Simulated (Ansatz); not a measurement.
## Decaying states in the gap of CaLaCuBr6

Aim: relax a made-up compound, CaLaCuBr6, and see how good a tunnel barrier it would be. It is built by putting Cu for Na, Br for F in the NaCaLaF6 structure of space group P3, with the volume rescaled by atomic radii. The parent structure comes from the Materials Project.

Main program and level: Ansatz 0.2.0; PBE DFT, plane waves, PAW files, in the first sound run; inputs show where later runs differ.

The structure was built from a prototype and need not be the compound's stable phase.

**1. The starting structure**

It takes space group P3 (No. 143, trigonal). The conventional cell has a = 7.190 Å, b = 7.190 Å, c = 4.415 Å, α = 90.00°, β = 90.00°, γ = 120.00°. Cu has 6 Br at 2.77 Å nearest. Nearest to Ca lie 9 Br at 2.80 to 2.93 Å. Nearest to La lie 9 Br at 2.82 to 2.93 Å. Nearest to Br lie 1 Cu at 2.77 Å and 1 La at 2.82 Å and 2 Ca at 2.91 to 2.93 Å. Br has 1 Cu at 2.77 Å and 1 Ca at 2.80 Å and 2 La at 2.91 to 2.93 Å nearest. It derives from NaCaLaF6. Cu for Na, Br for F in the NaCaLaF6 structure of space group P3. Farther neighbours and most contacts between anions are not listed.

**2. Relaxing the new crystal**

The substituted atoms don't fit the parent's cell, so cell and atoms relax together. A small smearing keeps the run stable in case the gap closes on the way.

input.yaml

```yaml
crystal:
  lattice:
    - [7.1896103919, 0.0, 0.0]
    - [-3.5948051959, 6.2263852427, 0.0]
    - [0.0, 0.0, 4.414903943]
  atoms:
    - { symbol: Cu, position: [0.0, 0.0, 0.003997] }
    - { symbol: Ca, position: [0.3333333333, 0.6666666667, 0.256985] }
    - { symbol: La, position: [0.6666666667, 0.3333333333, 0.742299] }
    - { symbol: Br, position: [0.61256, 0.917031, 0.753901] }
    - { symbol: Br, position: [0.304471, 0.38744, 0.753901] }
    - { symbol: Br, position: [0.082969, 0.695529, 0.753901] }
    - { symbol: Br, position: [0.388879, 0.08089, 0.245005] }
    - { symbol: Br, position: [0.692011, 0.611121, 0.245005] }
    - { symbol: Br, position: [0.91911, 0.307989, 0.245005] }
kpoints:
  mp_grid: { grid: [4, 4, 6] }
scf:
  occupations: { method: gaussian, width: 0.03 }
hamiltonian:
  xc: pbe
output:
  forces: true
  stress: true
relax:
  f_tol: 0.02
  max_steps: 60
  cell: {}
```

Run with:

```sh
> ansatz run input.yaml --threads 2 --pin off --max-ram 4096MiB --backend cpu --events-out ev --progress --plain --runs-dir out
```

Numbers of over 12 decimals in the logs are rounded to 6 here.

The program printed:

```text
Engine: ansatz 0.2.0, aarch64-unknown-linux-gnu
Pseudopotentials: kind: paw
Pseudopotential: Cu, paw, valence charge 19, recommended cutoff 420 eV (normal), Cu.paw.azcp
Pseudopotential: Ca, paw, valence charge 10, recommended cutoff 420 eV (normal), Ca.paw.azcp
Pseudopotential: La, paw, valence charge 11, recommended cutoff 420 eV (normal), La.paw.azcp
Pseudopotential: Br, paw, valence charge 7, recommended cutoff 420 eV (normal), Br.paw.azcp
Functional definition: PBE
  parameter kappa = 0.804
  parameter beta = 0.066725
  exchange = pbe_x(kappa = kappa, mu = beta*pi^2/3)
  correlation = pbe_c(beta = beta)
Crystal: 9 atoms, lattice volume = 197.634 Å³
Basis set: ecut = 420 eV, 3819 PW (Γ), exchange–correlation on 100×100×60 points (8 copies of the dense FFT grid, shifted against one another)
Bands: 50, of which v1, the nominal top of the filled ones, is band 41 counted from 1 (40 counted from 0)
Symmetry: 3 space group operations
Space group: P3 (ITA 143), of the structure as read, at distance tolerance 5.8e-5 Å
k-points: 20 of 96 (time reversal used)
Non-local potential: Cu, projectors of the file, l = 0: 3, l = 1: 2, l = 2: 3, l = 3: 1
Non-local potential: Ca, projectors of the file, l = 0: 3, l = 1: 2, l = 2: 2
Non-local potential: La, projectors of the file, l = 0: 3, l = 1: 2, l = 2: 2, l = 3: 3
Non-local potential: Br, projectors of the file, l = 0: 2, l = 1: 2, l = 2: 2
PAW form: soft (Blöchl's): semilocal exchange-correlation on the pseudo side does not see the compensation charge
PAW one-centre angular grid: Cu, 590 points (default); XC on 64 Gauss nodes
PAW one-centre angular grid: Ca, 110 points (default); XC on 64 Gauss nodes
PAW one-centre angular grid: La, 590 points (default); XC on 64 Gauss nodes
PAW one-centre angular grid: Br, 110 points (default); XC on 64 Gauss nodes
Initial density: superposition of atomic densities (neutral atoms: chi_scale 0, normalization atom), corrected by the library's trained network
Initial wavefunctions: pseudopotential atomic-orbital guess
Functional: x = pbe(κ = 0.804, μ = 0.219515), c = pbe(β = 0.066725)
SCF iter   1: F=—  HF=-31402.524543 eV  |F-HF|=—  |Δ(HF+E_count)|=         —  Δρ=2.77e-3  dr2=9.92e-3  ethr=1.77e-3  ⟨swp⟩=10.2  Hψ=4781  notcnv=0
preconditioner: auto → Resta (q_TF=auto, 2.356 Å⁻¹)  ε∞=5.3  [insulator: Δε(μ)=2.178 eV  Ē_g=10.646 eV  σ=0.030 eV  W_gap=1.00  n_scr=44 (ndim 8)  ℏωp=22.1 eV  f_vac=0.006  D(μ)=0.00/eV (n_scr^D=0)  ε∞_Penn≈5.3]
SCF iter   2: F=—  HF=-31402.536811 eV  |F-HF|=—  |Δ(HF+E_count)|=   1.23e-2  Δρ=1.54e-3  dr2=3.35e-3  ethr=1.21e-5  ⟨swp⟩=2.9  Hψ=2396  notcnv=0  defer=20
SCF iter   3: F=—  HF=-31402.538776 eV  |F-HF|=—  |Δ(HF+E_count)|=   1.97e-3  Δρ=5.69e-4  dr2=4.77e-4  ethr=4.09e-6  ⟨swp⟩=2.0  Hψ=1771  notcnv=0  defer=20
SCF iter   4: F=—  HF=-31402.538764 eV  |F-HF|=—  |Δ(HF+E_count)|=   1.22e-5  Δρ=5.01e-4  dr2=3.37e-4  ethr=5.82e-7  ⟨swp⟩=2.0  Hψ=1800  notcnv=0  defer=20
SCF iter   5: F=—  HF=-31402.538692 eV  |F-HF|=—  |Δ(HF+E_count)|=   7.12e-5  Δρ=1.06e-4  dr2=3.47e-5  ethr=4.11e-7  ⟨swp⟩=2.0  Hψ=1780  notcnv=0  defer=20
SCF iter   6: F=—  HF=-31402.538609 eV  |F-HF|=—  |Δ(HF+E_count)|=   8.32e-5  Δρ=2.66e-5  dr2=2.64e-6  ethr=4.23e-8  ⟨swp⟩=2.0  Hψ=1351  notcnv=0  defer=20
SCF iter   7: F=—  HF=-31402.538611 eV  |F-HF|=—  |Δ(HF+E_count)|=   1.76e-6  Δρ=8.54e-6  dr2=2.71e-7  ethr=3.22e-9  ⟨swp⟩=2.1  Hψ=1481  notcnv=0  defer=20
SCF iter   8: F=-31402.538611 eV  HF=-31402.538611 eV  |F-HF|=6.61e-9  |Δ(HF+E_count)|=   1.70e-7  Δρ=3.94e-6  dr2=3.25e-8  ethr=1.22e-10  ⟨swp⟩=5.0  Hψ=3883  notcnv=0
SCF 1 converged in 8 iterations: F = -31402.538611 eV  dr2 = 3.25e-8
  greatest PAW one-centre occupation: 1.000 electrons in one spin orbital (limit 2), on the Cu atom at site 0 (counted from 0), in its partial waves of l = 0
relax step   1: F+E_penalty+E_count = -31402.53861116 eV  Δ(F+E_penalty+E_count) = +0.000e0 eV  max|allowed force component| = 1.483e0 eV/Å  Δτ_max = 0.0000 Å  P = +15.672 GPa  Ω = 197.634 Å³  (8 SCF iters, dr2 threshold 1.00e-7 eV, accepted)
Crystal: 9 atoms, lattice volume = 227.465 Å³
Basis set: ecut = 420 eV, 4431 PW (Γ), exchange–correlation on 100×100×60 points (8 copies of the dense FFT grid, shifted against one another)
Initial density: handed on by an earlier stage of this run
Initial wavefunctions: those handed on with the density
iter 1 solved again at ethr=8.88e-4 eV; its pass at ethr=3.10e-3 eV (dr2=7.28e-1 eV) is discarded
SCF iter   1: F=—  HF=-31404.865221 eV  |F-HF|=—  |Δ(HF+E_count)|=         —  Δρ=9.77e-3  dr2=7.29e-1  ethr=8.88e-4  ⟨swp⟩=1.1  Hψ=6494  notcnv=0
preconditioner: auto → Resta (q_TF=auto, 2.302 Å⁻¹)  ε∞=5.7  [insulator: Δε(μ)=2.053 eV  Ē_g=9.062 eV  σ=0.030 eV  W_gap=1.00  n_scr=44 (ndim 8)  ℏωp=19.7 eV  f_vac=0.010  D(μ)=0.00/eV (n_scr^D=0)  ε∞_Penn≈5.7]
SCF iter   2: F=—  HF=-31404.682696 eV  |F-HF|=—  |Δ(HF+E_count)|=   1.83e-1  Δρ=5.28e-3  dr2=1.76e-1  ethr=8.88e-4  ⟨swp⟩=4.2  Hψ=1792  notcnv=0
SCF iter   3: F=—  HF=-31404.659163 eV  |F-HF|=—  |Δ(HF+E_count)|=   2.35e-2  Δρ=7.23e-3  dr2=8.09e-2  ethr=2.15e-4  ⟨swp⟩=3.1  Hψ=2321  notcnv=0  defer=36
SCF iter   4: F=—  HF=-31404.642029 eV  |F-HF|=—  |Δ(HF+E_count)|=   1.71e-2  Δρ=2.88e-3  dr2=1.41e-2  ethr=9.86e-5  ⟨swp⟩=2.5  Hψ=1944  notcnv=0  defer=36
SCF iter   5: F=—  HF=-31404.640146 eV  |F-HF|=—  |Δ(HF+E_count)|=   1.88e-3  Δρ=8.07e-4  dr2=2.21e-3  ethr=1.72e-5  ⟨swp⟩=4.3  Hψ=2272  notcnv=0  defer=29
SCF iter   6: F=—  HF=-31404.640135 eV  |F-HF|=—  |Δ(HF+E_count)|=   1.06e-5  Δρ=2.71e-4  dr2=3.56e-4  ethr=2.70e-6  ⟨swp⟩=2.8  Hψ=1866  notcnv=0  defer=29
SCF iter   7: F=—  HF=-31404.639885 eV  |F-HF|=—  |Δ(HF+E_count)|=   2.50e-4  Δρ=7.73e-5  dr2=3.22e-5  ethr=4.34e-7  ⟨swp⟩=2.0  Hψ=1591  notcnv=0  defer=29
SCF iter   8: F=—  HF=-31404.639887 eV  |F-HF|=—  |Δ(HF+E_count)|=   2.05e-6  Δρ=1.44e-5  dr2=1.18e-6  ethr=3.93e-8  ⟨swp⟩=2.0  Hψ=1742  notcnv=0  defer=29
SCF iter   9: F=-31404.639888 eV  HF=-31404.639888 eV  |F-HF|=3.40e-8  |Δ(HF+E_count)|=   2.52e-7  Δρ=4.99e-6  dr2=6.39e-8  ethr=1.10e-9  ⟨swp⟩=5.0  Hψ=3746  notcnv=0
SCF 2 converged in 9 iterations: F = -31404.639888 eV  dr2 = 6.39e-8
relax step   2: F+E_penalty+E_count = -31404.63988759 eV  Δ(F+E_penalty+E_count) = -2.101e0 eV  max|allowed force component| = 3.314e-1 eV/Å  Δτ_max = 0.1383 Å  P = +2.828 GPa  Ω = 227.465 Å³  energy of the carried Pulay correction = -4.091e-3 eV  (9 SCF iters, dr2 threshold 9.00e-7 eV, accepted)
Crystal: 9 atoms, lattice volume = 237.925 Å³
Basis set: ecut = 420 eV, 4647 PW (Γ), exchange–correlation on 100×100×60 points (8 copies of the dense FFT grid, shifted against one another)
[...]
relax step   8: F+E_penalty+E_count = -31405.08357151 eV  Δ(F+E_penalty+E_count) = -8.121e-2 eV  max|allowed force component| = 1.927e-1 eV/Å  Δτ_max = 0.1971 Å  P = +0.066 GPa  Ω = 248.702 Å³  energy of the carried Pulay correction = -6.672e-3 eV  (7 SCF iters, dr2 threshold 9.00e-7 eV, accepted)
relax step   9: F+E_penalty+E_count = -31405.15415024 eV  Δ(F+E_penalty+E_count) = -7.058e-2 eV  max|allowed force component| = 9.891e-2 eV/Å  Δτ_max = 0.1951 Å  P = +0.048 GPa  Ω = 250.895 Å³  energy of the carried Pulay correction = -6.925e-3 eV  (7 SCF iters, dr2 threshold 9.00e-7 eV, accepted)
relax step  10: F+E_penalty+E_count = -31405.17069860 eV  Δ(F+E_penalty+E_count) = -1.655e-2 eV  max|allowed force component| = 1.513e-1 eV/Å  Δτ_max = 0.1017 Å  P = +0.040 GPa  Ω = 255.246 Å³  energy of the carried Pulay correction = -7.420e-3 eV  (7 SCF iters, dr2 threshold 6.11e-7 eV, accepted)
relax step  11: F+E_penalty+E_count = -31404.96724706 eV  Δ(F+E_penalty+E_count) = +2.035e-1 eV  max|allowed force component| = 3.209e-1 eV/Å  Δτ_max = 0.1791 Å  P = +3.183 GPa  Ω = 235.898 Å³  energy of the carried Pulay correction = -5.146e-3 eV  (8 SCF iters, dr2 threshold 9.00e-7 eV, rejected (line search))
relax step  12: F+E_penalty+E_count = -31405.18313009 eV  Δ(F+E_penalty+E_count) = -1.243e-2 eV  max|allowed force component| = 2.000e-2 eV/Å  Δτ_max = 0.0571 Å  P = -0.038 GPa  Ω = 253.126 Å³  energy of the carried Pulay correction = -7.180e-3 eV  (12 SCF iters, accepted)
relax step  13: F+E_penalty+E_count = -31405.18412463 eV  Δ(F+E_penalty+E_count) = -9.945e-4 eV  max|allowed force component| = 5.750e-3 eV/Å  Δτ_max = 0.0561 Å  P = +0.024 GPa  Ω = 252.412 Å³  energy of the carried Pulay correction = -7.099e-3 eV  (8 SCF iters, dr2 threshold 1.78e-8 eV, accepted)
relax step  14: F+E_penalty+E_count = -31405.18431455 eV  Δ(F+E_penalty+E_count) = -1.899e-4 eV  max|allowed force component| = 3.701e-3 eV/Å  Δτ_max = 0.0365 Å  P = +0.017 GPa  Ω = 252.248 Å³  energy of the carried Pulay correction = -7.080e-3 eV  (10 SCF iters, accepted)
relax step  15: F+E_penalty+E_count = -31405.19716652 eV  Δ(F+E_penalty+E_count) = -1.285e-2 eV  max|allowed force component| = 5.690e-3 eV/Å  Δτ_max = 0.0000 Å  P = +0.124 GPa  Ω = 252.248 Å³  stress off target by 1.66e-1 GPa  SCF on the basis re-selected at this cell (its energy is not comparable with the rows above)  (9 SCF iters)
relax step  16: F+E_penalty+E_count = -31405.19760180 eV  Δ(F+E_penalty+E_count) = -4.353e-4 eV  max|allowed force component| = 4.729e-3 eV/Å  Δτ_max = 0.0068 Å  P = +0.010 GPa  Ω = 253.391 Å³  energy of the carried Pulay correction = -1.276e-4 eV  (7 SCF iters, dr2 threshold 6.93e-8 eV, accepted)
iter 1 solved again at ethr=2.98e-7 eV; its pass at ethr=3.10e-3 eV (dr2=2.44e-4 eV) is discarded
SCF iter   1: F=—  HF=-31405.197306 eV  |F-HF|=—  |Δ(HF+E_count)|=         —  Δρ=5.97e-5  dr2=2.05e-7  ethr=2.98e-7  ⟨swp⟩=4.2  Hψ=8096  notcnv=0
eigensolver tolerance schedule: the retry pair's looser diagonalisation over-reported the residual by 1190.48 of it (diagonalisation noise at 0.13 of the residual, at the tolerance the schedule requests for it); recorded, not acted on — ethr = c·dr2/N_el stays at c = 1.0e-1
preconditioner: auto → Resta (q_TF=auto, 2.261 Å⁻¹)  ε∞=6.2  [insulator: Δε(μ)=2.001 eV  Ē_g=8.155 eV  σ=0.030 eV  W_gap=1.00  n_scr=44 (ndim 8)  ℏωp=18.7 eV  f_vac=0.026  D(μ)=0.00/eV (n_scr^D=0)  ε∞_Penn≈6.2]
SCF iter   2: F=—  HF=-31405.197666 eV  |F-HF|=—  |Δ(HF+E_count)|=   3.60e-4  Δρ=3.08e-5  dr2=1.17e-7  ethr=2.50e-10  ⟨swp⟩=3.0  Hψ=2039  notcnv=0
SCF iter   3: F=—  HF=-31405.197725 eV  |F-HF|=—  |Δ(HF+E_count)|=   5.89e-5  Δρ=1.35e-5  dr2=6.69e-8  ethr=1.43e-10  ⟨swp⟩=2.0  Hψ=1820  notcnv=0
SCF iter   4: F=—  HF=-31405.197736 eV  |F-HF|=—  |Δ(HF+E_count)|=   1.10e-5  Δρ=5.12e-7  dr2=1.64e-9  ethr=8.16e-11  ⟨swp⟩=2.0  Hψ=1820  notcnv=0
SCF iter   5: F=—  HF=-31405.197736 eV  |F-HF|=—  |Δ(HF+E_count)|=   2.52e-9  Δρ=4.17e-7  dr2=8.65e-10  ethr=2.00e-12  ⟨swp⟩=2.0  Hψ=1435  notcnv=0
SCF iter   6: F=-31405.197736 eV  HF=-31405.197736 eV  |F-HF|=2.22e-10  |Δ(HF+E_count)|=   1.40e-9  Δρ=1.83e-7  dr2=6.57e-11  ethr=1.00e-12  ⟨swp⟩=3.2  Hψ=4100  notcnv=0
SCF 17 converged in 6 iterations: F = -31405.197736 eV  dr2 = 6.57e-11
relax step  17: F+E_penalty+E_count = -31405.19773558 eV  Δ(F+E_penalty+E_count) = -1.338e-4 eV  max|allowed force component| = 4.730e-3 eV/Å  Δτ_max = 0.0000 Å  P = +0.009 GPa  Ω = 253.391 Å³  stress off target by 3.20e-2 GPa  SCF on the basis re-selected at this cell (its energy is not comparable with the rows above)  (6 SCF iters)
basis re-selected at this cell: Δ(F+E_penalty+E_count) = -1.338e-4 eV, ΔP = -0.001 GPa vs the last step (what re-selecting the basis moved, of the pressure what is left beyond the Pulay correction that the steps carried, after the strain that the cell walked since its last selection, with what the two solves' SCF thresholds leave and, on support functions, any second-order correction that the steps lacked; it is no m [...]
SCF converged after 6 iterations
Free energy (F): -31405.197736 eV
Harris-Foulkes:  -31405.197736 eV  (|F-HF|=2.22e-10)
Internal energy: -31405.197736 eV  (E = F + TS)
E sigma→0 (E₀):  -31405.197736 eV
Fermi energy:    6.623953 eV
--- Per-component energies (eV) ---
  E_band       = -815.818401
  E_kinetic    = 1568.264756
  E_local      = -8908.861341  (includes V_loc(G=0)·N_el)
  E_nonlocal   = 989.159090
  E_hartree    = 3633.844900
  E_xc         = -1950.875325
  E_vxc        = -1052.675698  (∫ρ·V_xc dr)
  E_paw        = -21433.760961  (= ΣΔE_a)
  E_vpaw       = -679.394699  (= ΣTr[D̂ρ^β])
  E_aug_tail   = 0.000277  (compensation charges beyond the density's cutoff)
  E_ewald      = -5302.969131
  E_smearing   = -0.000000  (= −TS)
  E_closure    = -0.000000  (closes the sum)
  Σ components = -31405.197736   (vs F -31405.197736, Δ=0.00e0)
--- Forces (eV/Å), atoms counted from 1 ---
  atom   1  Cu    -0.00000000     0.00000000    -0.00146745
  atom   2  Ca     0.00000000     0.00000000     0.00124862
  atom   3  La     0.00000000    -0.00000000    -0.00069393
  atom   4  Br     0.00188441     0.00115638     0.00145650
  atom   5  Br     0.00005925    -0.00221014     0.00145650
  atom   6  Br    -0.00194366     0.00105376     0.00145650
  atom   7  Br     0.00061622     0.00473027    -0.00115198
  atom   8  Br     0.00378843    -0.00289880    -0.00115198
  atom   9  Br    -0.00440464    -0.00183148    -0.00115198
  max |Σ_I F_I| component: 7.99e-7 eV/Å
--- Stress (GPa, compression-positive) ---
       -0.002788       0.000000      -0.000000
       -0.000000      -0.002788      -0.000000
       -0.000000      -0.000000       0.031962
  P = ⅓ Tr σ = 0.0088 GPa (0.088 kbar)
--- Relaxed structure (15 steps of the walk, 14 accepted, 2 SCFs on fresh bases) ---
  F+E_penalty+E_count = -31405.19773558 eV   max|allowed force component| = 4.730e-3 eV/Å   (the final SCF, on the basis selected at the relaxed cell)
  cell:  # Å, volume = 253.3910 Å³
    - [7.775456, -3.1219865560989493e-11, 4.727500770719562e-17]
    - [-3.887728, 6.733743, -9.455001541373363e-17]
    - [2.9030031747688494e-17, -5.0281489932333986e-17, 4.839593]
  atoms:
    - { symbol: Cu, position: [4.217822208067253e-19, 1.1025160348285884e-17, -0.220020] }
    - { symbol: Ca, position: [0.333333, 0.666667, 0.271304] }
    - { symbol: La, position: [0.666667, 0.333333, 0.778811] }
    - { symbol: Br, position: [0.655713, 0.926577, 0.778158] }
    - { symbol: Br, position: [0.270863, 0.344287, 0.778158] }
    - { symbol: Br, position: [0.073423, 0.729137, 0.778158] }
    - { symbol: Br, position: [0.401958, 0.073870, 0.278476] }
    - { symbol: Br, position: [0.671912, 0.598042, 0.278476] }
    - { symbol: Br, position: [0.926130, 0.328088, 0.278476] }
```

Run time: 2.4 min. Hardware: 2 threads of Arm Neoverse V2, shared host; peak memory 0.61 GiB; 4.8 min of CPU time.

Step by step:

```
step  energy less that of the first step (eV)  largest force component (eV/Å)  pressure (GPa)  volume (Å³)
   1                                   0.0000                          1.4826           15.67       197.63
   2                                  -2.1013                          0.3314            2.83       227.47
   3                                  -2.2684                          0.1250            0.75       237.93
   4                                  -2.2892                          0.1126            0.07       241.67
   5                                  -2.3062                          0.1505           -0.21       243.67
   6                                  -2.3735                          0.2488           -0.29       245.59
   7                                  -2.4638                          0.2717           -0.11       246.96
   8                                  -2.5450                          0.1927            0.07       248.70
   9                                  -2.6155                          0.0989            0.05       250.90
  10                                  -2.6321                          0.1513            0.04       255.25
  11                                  -2.4286                          0.3209            3.18       235.90
  12                                  -2.6445                          0.0200           -0.04       253.13
  13                                  -2.6455                          0.0057            0.02       252.41
  14                                  -2.6457                          0.0037            0.02       252.25
 15*                                  -2.6586                          0.0057            0.12       252.25
  16                                  -2.6590                          0.0047            0.01       253.39
 17*                                  -2.6591                          0.0047            0.01       253.39
```

Relaxation steps marked * repeat the geometry before them on a plane-wave basis chosen anew for their cell, so energy and pressure can jump there. Relaxation step 11 was tried and not accepted.

Forces are held to the 3 operations that the run works with; a distortion that breaks them can't arise in this run.

```
conventional cell, symmetrised  before  after   change
                         a (Å)   7.190  7.775   +8.1 %
                         b (Å)   7.190  7.775   +8.1 %
                         c (Å)   4.415  4.840   +9.6 %
              volume (Å³/atom)   21.96  28.15  +28.2 %
```

The atoms that moved most (Å, as changes of fractional coordinates times the final cell):

```
atom      dx      dy      dz  length
 Cu1   0.000   0.000  -1.084   1.084
 Br4   0.298   0.064   0.117   0.327
 Br5  -0.094  -0.291   0.117   0.327
 Br6  -0.205   0.226   0.117   0.327
 Br9  -0.024   0.135   0.162   0.212
 Br7   0.129  -0.047   0.162   0.212
 Br8  -0.105  -0.088   0.162   0.212
 La3   0.000   0.000   0.177   0.177
```

Numbers from this step:

* free energy: -31405.1977 eV
* Fermi energy: 6.624 eV
* pressure: 0.008795 GPa

The largest force component on a free atom ends at 0.0047 eV/Å.

(Continued in part 2 of 3.)

[Logs are printed without paths, hosts, clocks, repeated set-up lines and the standing remarks that a program may print on its own settings, such as how far it seeks lower states.]

[Hosts, paths, dates, database ids (printed as entryN), source tags and the programs' standing remarks are cut or masked in the printed files.]
